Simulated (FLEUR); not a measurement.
# MnF2: parallel and opposed starts, part 2 of 2

Wanted: the moments of MnF2 and the energy of each order that was tried.

FLEUR MaX-R8.1; PBEsol with U = 4 eV on Mn d; all-electron FLAPW, Dirac cores, scalar-relativistic bands.

So far. Step 2 (Order 1, typed as ferro ++): After 16 cycles the largest moment stands at 4.74 μB.

**3. Run 2 (antiferro +-)**

Another pattern of signs weighs the neighbour shells otherwise.

Input file inp.xml:

```
<?xml version="1.0" encoding="UTF-8" standalone="no"?>
<fleurInput fleurInputVersion="0.39">
   <comment>
      MnF2
   </comment>
   <calculationSetup>
      <cutoffs Kmax="4.29" Gmax="12.9" GmaxXC="12.9" numbands="0"/>
      <scfLoop itmax="130" minDistance="0.0001" maxIterBroyd="15" imix="Anderson" alpha="0.05" precondParam="0.0" spinf="2.0" sdNocoIR="T"/>
      <coreElectrons ctail="T" frcor="F" kcrel="0" coretail_lmax="0"/>
      <xcFunctional name="PBEs" relativisticCorrections="F"/>
      <magnetism jspins="2"/>
      <soc l_soc="F" theta="0.0" phi="0.0" spav="F"/>
      <expertModes spex="0" secvar="F"/>
      <geometryOptimization l_f="F" forcealpha="1.0" forcemix="BFGS" epsdisp="0.00001" epsforce="0.00001"/>
      <ldaU l_linMix="F" mixParam="0.05" spinf="1.0"/>
   </calculationSetup>
   <cell>
      <bzIntegration valenceElectrons="58.0" mode="hist" fermiSmearingEnergy="0.00183747">
         <kPointListSelection listName="default-1"/>
         <xi:include xmlns:xi="http://www.w3.org/2001/XInclude" href="kpts.xml"> </xi:include>
      </bzIntegration>
      <xi:include xmlns:xi="http://www.w3.org/2001/XInclude" href="sym.xml"> </xi:include>
      <bulkLattice scale="1.0">
         <bravaisMatrix>
            <row-1>    9.2101471860754796     0.0000000000000000     0.0000000000000000</row-1>
            <row-2>    0.0000000000000000     9.2101471860754796     0.0000000000000000</row-2>
            <row-3>    0.0000000000000000     0.0000000000000000     6.2563162807132198</row-3>
         </bravaisMatrix>
      </bulkLattice>
   </cell>
   <atomSpecies>
      <species name="Manganese 4.501" element="Mn" atomicNumber="25">
         <mtSphere radius="2.48" gridPoints="819" logIncrement="0.015"/>
         <atomicCutoffs lmax="10" lnonsphr="8"/>
         <electronConfig flipSpins="F">
            <coreConfig>(1s1/2) (2s1/2) (2p1/2) (2p3/2)</coreConfig>
            <valenceConfig>(3s1/2) (3p1/2) (3p3/2) (4s1/2) (3d3/2) (3d5/2)</valenceConfig>
            <stateOccupation state="(3d3/2)" spinUp="1.7505" spinDown="0.2495"/>
            <stateOccupation state="(3d5/2)" spinUp="3.0" spinDown="0.0"/>
         </electronConfig>
         <energyParameters s="4" p="4" d="3" f="4"/>
         <ldaU l="2" U="4.0" J="0.0" l_amf="F"/>
         <lo type="SCLO" l="0" n="3" eDeriv="0"/>
         <lo type="SCLO" l="1" n="3" eDeriv="0"/>
      </species>
      <species name="Manganese -4.501" element="Mn" atomicNumber="25">
         <mtSphere radius="2.48" gridPoints="819" logIncrement="0.015"/>
         <atomicCutoffs lmax="10" lnonsphr="8"/>
         <electronConfig flipSpins="F">
            <coreConfig>(1s1/2) (2s1/2) (2p1/2) (2p3/2)</coreConfig>
            <valenceConfig>(3s1/2) (3p1/2) (3p3/2) (4s1/2) (3d3/2) (3d5/2)</valenceConfig>
            <stateOccupation state="(3d3/2)" spinUp="0.2495" spinDown="1.7505"/>
            <stateOccupation state="(3d5/2)" spinUp="0.0" spinDown="3.0"/>
         </electronConfig>
         <energyParameters s="4" p="4" d="3" f="4"/>
         <ldaU l="2" U="4.0" J="0.0" l_amf="F"/>
         <lo type="SCLO" l="0" n="3" eDeriv="0"/>
         <lo type="SCLO" l="1" n="3" eDeriv="0"/>
      </species>
      <species name="Fluorine (F)" element="F" atomicNumber="9">
         <mtSphere radius="1.4" gridPoints="463" logIncrement="0.023"/>
         <atomicCutoffs lmax="6" lnonsphr="4"/>
         <electronConfig flipSpins="F">
            <coreConfig>(1s1/2)</coreConfig>
            <valenceConfig>(2s1/2) (2p1/2) (2p3/2)</valenceConfig>
            <stateOccupation state="(2p1/2)" spinUp="0.833333" spinDown="0.833333"/>
            <stateOccupation state="(2p3/2)" spinUp="1.666667" spinDown="1.666667"/>
         </electronConfig>
         <energyParameters s="2" p="2" d="3" f="4"/>
      </species>
   </atomSpecies>
   <atomGroups>
      <atomGroup species="Manganese 4.501">
         <relPos label="                   1">.0000000000 .0000000000 .0000000000</relPos>
         <force calculate="T" relaxXYZ="TTT"/>
      </atomGroup>
      <atomGroup species="Manganese -4.501">
         <relPos label="                   2">1.000/2.000 1.000/2.000 1.000/2.000</relPos>
         <force calculate="T" relaxXYZ="TTT"/>
      </atomGroup>
      <atomGroup species="Fluorine (F)">
         <relPos label="                   3">.3053000000 .3053000000 .0000000000</relPos>
         <relPos label="                   5">-.3053000000 -.3053000000 .0000000000</relPos>
         <force calculate="T" relaxXYZ="TTT"/>
      </atomGroup>
      <atomGroup species="Fluorine (F)">
         <relPos label="                   4">.1947000000 -.1947000000 1.000/2.000</relPos>
         <relPos label="                   6">-.1947000000 .1947000000 1.000/2.000</relPos>
         <force calculate="T" relaxXYZ="TTT"/>
      </atomGroup>
   </atomGroups>
   <output dos="F" band="F" slice="F">
      <bandDOS minEnergy="-.5*Htr" maxEnergy="0.5*Htr" sigma="0.015" storeEVData="T"/>
      <plotting iplot="0" polar="F">
         <plot TwoD="T" vec1="  1.0  0.0  0.0" vec2="  0.0  1.0  0.0" vec3="  0.0  0.0  1.0" zero="  0.0  0.0  0.0" file="plot"/>
      </plotting>
      <moessbauerParams electricFieldGradient="F" isomerShift="F" coreHyperfine="F" valenceHyperfine="F"/>
   </output>
</fleurInput>
```

Input file crystal.txt:

```
MnF2
&input film=F cartesian=F /
4.87380000000  0.00000000000  0.00000000000
0.00000000000  4.87380000000  0.00000000000
0.00000000000  0.00000000000  3.31070000000
1.8897261246
1.0 1.0 1.0

6
25 0.00000000000  0.00000000000  0.00000000000 : 4.501
25 0.50000000000  0.50000000000  0.50000000000 : -4.501
9 0.30530000000  0.30530000000  0.00000000000
9 0.19470000000  0.80530000000  0.50000000000
9 0.69470000000  0.69470000000  0.00000000000
9 0.80530000000  0.19470000000  0.50000000000

&kpt div1=6 div2=6 div3=6 gamma=T /
```

Command:

```bash
OMP_NUM_THREADS=1 inpgen -f crystal.txt > inpgen.log  # inp.xml is then edited as shown
OMP_NUM_THREADS=1 mpirun -n 4 fleur_MPI > fleur.log
```

The program printed:

```text
[banner, memory and clock lines left out]
Welcome to FLEUR        (www.flapw.de)
      MaX-Release 8.1          (www.max-centre.eu)

 ========== k-point set info ==========
 Selected k-point list: default-1
 k-point list type: mesh
 6 x 6 x 6
 Number of k points: 52

 ------------Calculation Setup---------------------------
 Number of PE/node        :            4
 Number of OMP-threads    :            1
 k-points in parallel     :            4
 pe's per k-point         :            1
 No of k-point loops      :           13
 Eigenvalue solver        :       lapack
 Number of basis functions:          761
 Approximate size of matrices (H+S) per k-point:         0.009 GB
 no density matrix found ... skipping LDA+U
 Reset of history
 Iteration:     1   Distance:      13.26842969 me/bohr^3
 Iteration:     2   Distance:      12.28603743 me/bohr^3
 Iteration:     3   Distance:      10.95099655 me/bohr^3
 Iteration:     4   Distance:       6.57596795 me/bohr^3
 Iteration:     5   Distance:       2.82463400 me/bohr^3
 Iteration:     6   Distance:       1.56027376 me/bohr^3
 Iteration:     7   Distance:       0.48917738 me/bohr^3
 Iteration:     8   Distance:       0.31358366 me/bohr^3
 Iteration:     9   Distance:       0.05489332 me/bohr^3
 Iteration:    10   Distance:       0.02883120 me/bohr^3
 Iteration:    11   Distance:       0.00547143 me/bohr^3
 Iteration:    12   Distance:       0.00576736 me/bohr^3
 Iteration:    13   Distance:       0.00130381 me/bohr^3
 Iteration:    14   Distance:       0.00076920 me/bohr^3
 Iteration:    15   Distance:       0.00085550 me/bohr^3
 Iteration:    16   Distance:       0.00014611 me/bohr^3
 Iteration:    17   Distance:       0.00013516 me/bohr^3
 Iteration:    18   Distance:       0.00007216 me/bohr^3

 ********************************************************************
 Run finished successfully
 Stop message:
   all done
 ********************************************************************

--- out.xml (last complete iteration) ---
<iteration numberForCurrentRun="   18" overallNumber="   18">
         [... left out ...]
         <bandgap value="3.5092113780" units="eV"/>
         <sumValenceSingleParticleEnergies value="-36.8629899769" units="Htr"/>
         <FermiEnergy value="0.0866080470" units="Htr"/>
         <valenceDensity>
            <mtCharges spin="1">
               <mtCharge atomType="1" total="9.2113374" s="1.1193579" p="3.1457571" d="4.8831539" f="0.0411551"/>
               <mtCharge atomType="2" total="4.4962464" s="1.0966875" p="3.1265408" d="0.2099821" f="0.0407104"/>
               <mtCharge atomType="3" total="2.8144644" s="0.8040160" p="2.0091805" d="0.0010786" f="0.0001526"/>
               <mtCharge atomType="4" total="2.8313105" s="0.8058863" p="2.0235250" d="0.0016192" f="0.0002303"/>
            </mtCharges>
            <mtCharges spin="2">
               <mtCharge atomType="1" total="4.4962305" s="1.0966797" p="3.1265331" d="0.2099797" f="0.0407112"/>
               <mtCharge atomType="2" total="9.2113320" s="1.1193535" p="3.1457528" d="4.8831574" f="0.0411548"/>
               <mtCharge atomType="3" total="2.8313341" s="0.8058873" p="2.0235475" d="0.0016192" f="0.0002303"/>
               <mtCharge atomType="4" total="2.8144975" s="0.8040175" p="2.0092122" d="0.0010785" f="0.0001526"/>
            </mtCharges>
            <spinDependentCharge spin="1" total="29.0000000" interstitial="4.0008663" mtSpheres="24.9991337"/>
            <spinDependentCharge spin="2" total="29.0000000" interstitial="4.0007743" mtSpheres="24.9992257"/>
            <totalCharge value="58.0000000000"/>
         </valenceDensity>
         [... left out ...]
         <magneticMomentsInMTSpheres units="muBohr">
            <globalMagMoment atomType="1" vec="0.00000   0.00000   4.71511"/>
            <localMagMoment atomType="1" vec="0.00000   0.00000   4.71511"/>
            <globalMagMoment atomType="2" vec="0.00000   0.00000  -4.71509"/>
            <localMagMoment atomType="2" vec="0.00000   0.00000  -4.71509"/>
            <globalMagMoment atomType="3" vec="0.00000   0.00000  -0.01687"/>
            <localMagMoment atomType="3" vec="0.00000   0.00000  -0.01687"/>
            <globalMagMoment atomType="4" vec="0.00000   0.00000   0.01681"/>
            <localMagMoment atomType="4" vec="0.00000   0.00000   0.01681"/>
         </magneticMomentsInMTSpheres>
         [... left out ...]
         <totalEnergy value="    -2713.5345764172" units="Htr">
            <sumOfEigenvalues value="    -1550.0038797946">
               <coreElectrons value="-1513.1408898177"/>
               <valenceElectrons value="-36.8629899769"/>
            </sumOfEigenvalues>
            <densityCoulombPotentialIntegral value="-4103.9723224768"/>
            <densityEffectivePotentialIntegral value="-4290.8138405261"/>
            <chargeDenXCDenIntegral value="-142.9449765866"/>
            <FockExchangeEnergyValence value="0.0000000000"/>
            <FockExchangeEnergyCore value="0.0000000000"/>
         [... left out ...]
            <dftUCorrection value="-0.7033528643"/>
            <tkbTimesEntropy value="0.0000000000"/>
            <freeEnergy value="-2713.5345764172"/>
            <extrapolationTo0K value="-2713.5345764172"/>
         </totalEnergy>
         [... left out ...]
         <ldaUDensityMatrixConvergence>
            <distance spin="1" distance="0.000001"/>
            <distance spin="2" distance="0.000001"/>
         </ldaUDensityMatrixConvergence>
         <densityConvergence units="me/bohr^3">
            <chargeDensity spin="1" distance="0.0000468700"/>
            <chargeDensity spin="2" distance="0.0000458933"/>
            <overallChargeDensity distance="0.0000721575"/>
            <spinDensity distance="0.0000583035"/>
         </densityConvergence>
      </iteration>
```

Elapsed: 52 s, on 4 MPI ranks of AMD EPYC 9R45 (Zen 5), shared host; peak memory 0.46 GiB.

Spin moment in the muffin-tin sphere by atom:

| atom | spin moment in the muffin-tin sphere (μB) |
| --- | --- |
| Mn1 | 4.72 |
| Mn2 | -4.72 |
| F3 | -0.02 |
| F4 | 0.02 |
| F5 | -0.02 |
| F6 | 0.02 |

Read from the output:

```
free energy                                                       : -73839.0375 eV
program's band gap on this mesh (in a metal only a level spacing) : 3.509 eV
magnetization                                                     : 0 μB
final state                                                       : antiferromagnetic
```

It lies 18.2 meV a seeded atom under the first start, and its largest moment is 4.72 μB against 4.74 μB.

**4. Energies of the orders**

Free energies are divided by the number of seeded atoms.

Orders:

| start | final state | typed order kept | energy over the lowest (meV a seeded atom) | largest sphere moment (μB) | net moment (μB a primitive cell) | mesh matched | CPU time (s) |
| --- | --- | --- | --- | --- | --- | --- | --- |
| ferro ++ | ferromagnetic | yes | 18.19 | 4.738 | 10 | yes | 136 |
| antiferro +- | antiferromagnetic | yes | 0 | 4.715 | 0 | yes | 207.5 |

**5. Outcome**

```
lowest state found       : antiferromagnetic (typed antiferro +-)
largest site spin moment : 4.72 μB
next finished state      : ferromagnetic, 18.2 meV a seeded atom higher
```

**Reading.** The lowest state found is antiferromagnetic, reached from the start antiferro +-, with moments up to 4.72 μB. The next finished state costs 18 meV a seeded atom. Only 2 starts were tried; other patterns of signs, canted and longer-period orders were not.

[Logs and program files are shortened in this print: banners, set-up blocks, solver, clock and traceback lines can be left out without a mark of their own.]

[Logs are printed without paths, hosts, clocks, repeated set-up lines and the standing remarks that a program may print on its own settings, such as how far it seeks lower states.]

[Hosts, paths, dates, database ids (printed as entryN), source tags and the programs' standing remarks are cut or masked in the printed files.]

[Where a cell is said to come from a database of computed structures, the database is the Materials Project.]
